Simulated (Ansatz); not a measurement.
# Ge wire along [110], 17 atoms a period, H-terminated: bands by functional, part 2 of 2

What gap, if any, does the Ge wire along [110], 17 atoms a period, H-terminated have, and how does it change with the functional?

Ansatz 0.2.0; DFT PBE, plane waves, PAW; relaxation of a wire's period; PAW set soft_1 (the session's first sound run).

So far. Step 2 (The relaxed wire): The cell's length comes to 4.090 Å with spin left out.

### 3. The perfect wire

This step: DFT PBE, plane waves, PAW; bands of a perfect wire; PAW set soft_1 (Ansatz 0.2.0).

At the relaxed period the bands are computed along the axis; those that cross an energy going forward count the channels that a perfect wire would open there.

File input.yaml:

```yaml
crystal:
  lattice:
    - [20.121, 0.0, 0.0]
    - [0.0, 17.493, 0.0]
    - [0.0, 0.0, 4.089699109]
  atoms:
    - { symbol: H, position: [0.171784443, 0.428698139, 0.0] }
    - { symbol: Ge, position: [0.217492662, 0.5, 0.0] }
    - { symbol: Ge, position: [0.429000026, 0.384420834, 0.0] }
    - { symbol: H, position: [0.456145179, 0.802193575, 0.0] }
    - { symbol: Ge, position: [0.501109937, 0.270232788, 0.0] }
    - { symbol: Ge, position: [0.500212635, 0.5, 0.0] }
    - { symbol: Ge, position: [0.712060079, 0.385900069, 0.0] }
    - { symbol: H, position: [0.756308149, 0.312887776, 0.0] }
    - { symbol: Ge, position: [0.783130023, 0.5, 0.0] }
    - { symbol: H, position: [0.829601929, 0.5, 0.298631806] }
    - { symbol: Ge, position: [0.286352533, 0.5, 0.5] }
    - { symbol: H, position: [0.314700087, 0.313585924, 0.5] }
    - { symbol: H, position: [0.314700087, 0.686414076, 0.5] }
    - { symbol: Ge, position: [0.359111754, 0.3865349, 0.5] }
    - { symbol: Ge, position: [0.359111754, 0.6134651, 0.5] }
    - { symbol: Ge, position: [0.570090366, 0.270182195, 0.5] }
    - { symbol: Ge, position: [0.570090366, 0.729817805, 0.5] }
    - { symbol: Ge, position: [0.571189383, 0.5, 0.5] }
    - { symbol: H, position: [0.615059956, 0.197746514, 0.5] }
    - { symbol: H, position: [0.615059956, 0.802253486, 0.5] }
    - { symbol: Ge, position: [0.642227483, 0.384229555, 0.5] }
    - { symbol: Ge, position: [0.642227483, 0.615770445, 0.5] }
    - { symbol: H, position: [0.829601929, 0.5, 0.701368194] }
    - { symbol: H, position: [0.171784443, 0.571301861, 0.0] }
    - { symbol: Ge, position: [0.429000026, 0.615579166, 0.0] }
    - { symbol: H, position: [0.456145179, 0.197806425, 0.0] }
    - { symbol: Ge, position: [0.501109937, 0.729767212, 0.0] }
    - { symbol: Ge, position: [0.712060079, 0.614099931, 0.0] }
    - { symbol: H, position: [0.756308149, 0.687112224, 0.0] }
kpoints:
  mp_grid: { grid: [1, 1, 20] }
  band_path: { path: ["Γ", Z], npoints: 90 }
scf:
  occupations: { method: fermi_dirac, width: 0.05 }
hamiltonian:
  xc: pbe
  pseudopotentials: { kind: paw, azcp: { folder: soft_1 } }
output:
  dos: { e_range: [-5, 4] }
  write_potential: true
  write_density: true
  volumetric_format: npy
```

The run is started by

```sh
$ ansatz run input.yaml --threads 4 --pin off --max-ram 16384MiB --backend cpu --events-out ev --progress --plain --runs-dir out
```

Numbers of over 12 decimals in the logs are rounded to 6 here.

What it wrote:

```text
[...]
Crystal: 29 atoms, lattice volume = 1439.479 Å³
Basis set: ecut = 420 eV, 28089 PW (Γ)
Bands: 154, of which v1, the nominal top of the filled ones, is band 125 counted from 1 (124 counted from 0)
Symmetry: 4 space group operations
[...]
k-points: 11 of 20
[...]
SCF iter   1: F=—  HF=-73205.555466 eV  |F-HF|=—  |Δ(HF+E_count)|=         —  Δρ=3.15e-2  dr2=1.20e1  ethr=3.10e-3  ⟨swp⟩=6.9  Hψ=6779  notcnv=0  defer=12
[...]
SCF iter  11: F=-73202.383701 eV  HF=-73202.383701 eV  |F-HF|=3.67e-9  |Δ(HF+E_count)|=   1.03e-6  Δρ=1.96e-6  dr2=8.13e-8  ethr=4.00e-11  ⟨swp⟩=11.7  Hψ=7067  notcnv=0
SCF 1 converged in 11 iterations: F = -73202.383701 eV  dr2 = 8.13e-8
[...]
NSCF: frozen V_eff on 91 k-points
WARN: The output density's exchange-correlation potential varies sharply where the density is thin. Do not read a vacuum level from v_tot or v_xc, or from such a field of the output density. On a cell that repeats whose density bears no net charge and no dipole along the vacuum's axis use v_es (v_loc + v_h of the components); under efield.dipole_correction with no amplitude use v_es + v_field, which holds any externa [...]
SCF converged after 11 iterations
Free energy (F): -73202.383701 eV
[...]
Internal energy: -73202.383701 eV  (E = F + TS)
E sigma→0 (E₀):  -73202.383701 eV
Entropy (-TS):   -0.000000 eV (-0.000 meV/atom)
Fermi energy:    -0.517720 eV
[...]
--- Band table (eV; the first three rows and the last of 11) ---
  k-point 0: bands = [... 121 lower, -1.9892, -1.9554, -1.6275, -1.2148, 0.2011, 0.2480, 0.3169, 0.4104, ... 25 higher]
  k-point 1: bands = [... 121 lower, -2.1301, -1.8086, -1.8039, -1.4491, 0.4020, 0.4306, 0.5286, 0.6077, ... 25 higher]
  k-point 2: bands = [... 121 lower, -2.1596, -2.1001, -1.8660, -1.7777, 0.8409, 0.8477, 0.9959, 1.0293, ... 25 higher]
  k-point 10: bands = [... 121 lower, -2.8363, -2.7497, -2.7139, -2.7006, 0.8235, 0.9576, 1.1571, 1.1903, ... 25 higher]
```

Run time: 7.8 min. Hardware: 4 threads of Arm Neoverse V2, shared host; peak memory 11 GiB; 31 min of CPU time.

Numbers from this step:

| Item | Value |
| --- | --- |
| band gap | 1.416 eV |

Electronic bands along the path, in eV, zero at the Fermi level; v1 is the highest filled band, c1 the lowest empty one:

| point | v4 | v3 | v2 | v1 | c1 | c2 | c3 | c4 |
| --- | --- | --- | --- | --- | --- | --- | --- | --- |
| Γ | -1.47 | -1.44 | -1.11 | -0.70 | 0.72 | 0.77 | 0.83 | 0.93 |
| halfway | -1.93 | -1.79 | -1.77 | -1.64 | 1.72 | 1.74 | 1.82 | 1.89 |
| Z | -2.32 | -2.23 | -2.20 | -2.18 | 1.34 | 1.48 | 1.67 | 1.71 |

The gap is 1.42 eV, with spin left out.

On this path the gap is direct, 1.42 eV, with the valence top at Γ and the conduction bottom at Γ.

### 4. Levels at the same atoms, cutoff 500 eV, k-mesh 1×1×15

This step: DFT r2SCAN, plane waves, PAW; bands of a perfect wire at the PBE geometry; PAW set soft_1 (Ansatz 0.2.0).

The atoms stay at the PBE geometry and the functional changes. r2SCAN also reads the kinetic-energy density; it often gives larger moments and wider gaps than PBE, at a higher cost. Against the first PBE run of this kind, the cutoff is 500 eV against 420 and the mesh along the wire has 15 points against 20.

input.yaml: that of step 3 with these lines changed.

```diff
@@ -36,3 +36,3 @@
 kpoints:
-  mp_grid: { grid: [1, 1, 20] }
+  mp_grid: { grid: [1, 1, 15] }
   band_path: { path: ["Γ", Z], npoints: 90 }
@@ -41,8 +41,3 @@
 hamiltonian:
-  xc: pbe
+  xc: r2scan
   pseudopotentials: { kind: paw, azcp: { folder: soft_1 } }
-output:
-  dos: { e_range: [-5, 4] }
-  write_potential: true
-  write_density: true
-  volumetric_format: npy
```

What it wrote:

```text
[...]
Crystal: 29 atoms, lattice volume = 1439.479 Å³
Basis set: ecut = 500 eV, 36609 PW (Γ), exchange–correlation on 600×512×120 points (64 copies of the dense FFT grid, shifted against one another)
Bands: 154, of which v1, the nominal top of the filled ones, is band 125 counted from 1 (124 counted from 0)
Symmetry: 4 space group operations
[...]
k-points: 8 of 15
[...]
--- Band table (eV; the first three rows and the last of 8) ---
  k-point 0: bands = [... 121 lower, -2.1827, -2.1744, -1.8321, -1.3959, 0.3161, 0.3603, 0.4240, 0.5470, ... 25 higher]
  k-point 1: bands = [... 121 lower, -2.3591, -2.1188, -1.9868, -1.7621, 0.6488, 0.6725, 0.7448, 0.9206, ... 25 higher]
  k-point 2: bands = [... 121 lower, -2.4265, -2.3981, -2.2653, -2.0161, 1.2871, 1.2877, 1.4480, 1.4919, ... 25 higher]
  k-point 7: bands = [... 121 lower, -3.0791, -3.0210, -2.9929, -2.8905, 0.9646, 1.1088, 1.2294, 1.2445, ... 25 higher]
[key lines of the parts left out:]
SCF converged after 11 iterations
Free energy (F): -73337.772375 eV
Fermi energy:    -0.550816 eV
```

The job ended after 12 min (4 threads; peak memory 11 GiB).

This step gave:

- band gap: 1.712 eV

Electronic bands along the path, in eV, zero at the Fermi level; v1 is the highest filled band, c1 the lowest empty one:

| point | v4 | v3 | v2 | v1 | c1 | c2 | c3 | c4 |
| --- | --- | --- | --- | --- | --- | --- | --- | --- |
| Γ | -1.63 | -1.62 | -1.28 | -0.85 | 0.87 | 0.91 | 0.97 | 1.10 |
| halfway | -2.14 | -1.99 | -1.96 | -1.83 | 1.91 | 1.93 | 1.96 | 2.07 |
| Z | -2.54 | -2.46 | -2.42 | -2.40 | 1.50 | 1.66 | 1.82 | 1.85 |

The gap is 1.71 eV, against 1.42 eV under PBE at the relaxed period.

### 5. Levels at the same atoms, level HSE06, cutoff 420 eV

This step: DFT HSE06, plane waves, PAW; levels of a perfect wire at the PBE geometry; PAW set soft_1 (Ansatz 0.2.0).

The atoms stay at the PBE geometry and the functional changes. HSE06 mixes in a quarter of short-range exact exchange, which removes part of the self-interaction that closes gaps; it is dear, so the mesh is thinner and no path is run. Against the first PBE run of this kind, the mesh along the wire has 8 points against 20.

input.yaml: that of step 4 with these lines changed.

```diff
@@ -36,4 +36,3 @@
 kpoints:
-  mp_grid: { grid: [1, 1, 15] }
-  band_path: { path: ["Γ", Z], npoints: 90 }
+  mp_grid: { grid: [1, 1, 8] }
 scf:
@@ -41,3 +40,3 @@
 hamiltonian:
-  xc: r2scan
+  xc: hse06
   pseudopotentials: { kind: paw, azcp: { folder: soft_1 } }
```

What it wrote:

```text
[...]
Fermi energy:    -0.536092 eV
[...]
--- Band table (eV; the first three rows and the last of 5) ---
  k-point 0: bands = [... 121 lower, -2.3992, -2.3806, -2.0164, -1.5659, 0.5134]
  k-point 1: bands = [... 121 lower, -2.6401, -2.6150, -2.4166, -2.2106, 1.4406]
  k-point 2: bands = [... 121 lower, -2.9241, -2.7765, -2.7562, -2.6006, 1.5516]
  k-point 4: bands = [... 121 lower, -3.3388, -3.2629, -3.2134, -3.1986, 1.1733]
  guard bands above this table: 28 of the run's 154 bands. The solve was not asked for them (output.publish_guard_bands: true or output.eigenvalues: true publishes all)
[key lines of the parts left out:]
Free energy (F): -73217.805027 eV
```

Wall time 10 min (4 threads); peak memory 6.3 GiB; 39 min of CPU time.

This step gave:

- band gap: 2.079 eV

The gap is 2.08 eV, against 1.42 eV under PBE at the relaxed period.

### 6. With spin-orbit coupling, k-mesh 1×1×13

This step: DFT PBE, plane waves, fully relativistic PAW; bands of a perfect wire with spin-orbit coupling; PAW set soft_1 (Ansatz 0.2.0).

Spin-orbit coupling mixes the spins and splits bands that cross or touch without it, so it can open or close channels. Fully relativistic datasets take the place of the scalar ones. Against the first PBE run of this kind, the mesh along the wire has 13 points against 20.

input.yaml: that of step 5 with these lines changed.

```diff
@@ -36,3 +36,4 @@
 kpoints:
-  mp_grid: { grid: [1, 1, 8] }
+  mp_grid: { grid: [1, 1, 13] }
+  band_path: { path: ["Γ", Z], npoints: 90 }
 scf:
@@ -40,3 +41,6 @@
 hamiltonian:
-  xc: hse06
-  pseudopotentials: { kind: paw, azcp: { folder: soft_1 } }
+  xc: pbe
+  pseudopotentials: { kind: paw_fr, azcp: { folder: soft_1 } }
+magnetization:
+  noncollinear: true
+  spin_orbit: true
```

What it wrote:

```text
[...]
non-collinear run that drives no moment, with spin-orbit: no starting moment large enough to seed its density (crystal.atoms[].spin), no starting occupations that ask for one, no magnetisation constraint and no magnetic field, so the semilocal B_xc is pinned to zero
Crystal: 29 atoms, lattice volume = 1439.479 Å³
Basis set: ecut = 420 eV, 28089 PW (Γ)
[...]
k-point 0: bands = [... 246 lower, -1.6207, -1.6207, -1.2059, -1.2059, 0.2020, 0.2020, 0.2486, 0.2486, ... 54 higher]
  k-point 1: bands = [... 246 lower, -1.7840, -1.7774, -1.6610, -1.6545, 0.6233, 0.6274, 0.6409, 0.6410, ... 54 higher]
  k-point 2: bands = [... 246 lower, -2.1062, -2.1044, -1.8406, -1.8390, 1.2981, 1.3017, 1.3116, 1.3121, ... 54 higher]
  k-point 6: bands = [... 246 lower, -2.7288, -2.7016, -2.6199, -2.6154, 0.8385, 0.8409, 0.9561, 0.9590, ... 54 higher]
[key lines of the parts left out:]
SCF converged after 11 iterations
Magnetization: |M| = 0.0000 μB,  M = (+0.0000, +0.0000, +0.0000) μB
Free energy (F): -73204.066093 eV
Fermi energy:    -0.512339 eV
```

It took 1.8 h on 4 threads; peak memory 13 GiB; 7.1 h of CPU time.

Numbers from this step:

```
band gap : 1.408 eV
```

The gap is 1.41 eV, against 1.42 eV under PBE at the relaxed period, with no moment.

### 7. The ladder

Times are for 4 threads of Arm Neoverse V2, shared host. The runs compared:

| no. | run | band gap (eV) | time | memory (GiB) |
| --- | --- | --- | --- | --- |
| 1 | lead | 1.416 | 7.8 min | 11 |
| 2 | levels | 1.712 | 12 min | 11 |
| 3 | levels | 2.079 | 10 min | 6.3 |
| 4 | SOC | 1.408 | 1.8 h | 13 |

### 8. What came out

```yaml
cell_length_pbe: 4.090 Å
gap_pbe: 1.42 eV
gap_r2scan: 1.71 eV
gap_hse06: 2.08 eV
gap_with_spin_orbit_coupling: 1.41 eV
```

Under PBE the cell's length is 4.09 Å, and a gap of 1.42 eV makes it a semiconductor. At the relaxed period the wire is gapped under every functional, from 1.42 eV (PBE) to 2.08 eV (HSE06). Weak screening in one dimension makes quasiparticle gaps larger than the semilocal gaps, as a rule. A hybrid's gap is read on a coarse mesh, without a band path.

[Logs are printed without paths, hosts, clocks, repeated set-up lines and the standing remarks that a program may print on its own settings, such as how far it seeks lower states.]

[Hosts, paths, dates, database ids (printed as entryN), source tags and the programs' standing remarks are cut or masked in the printed files.]
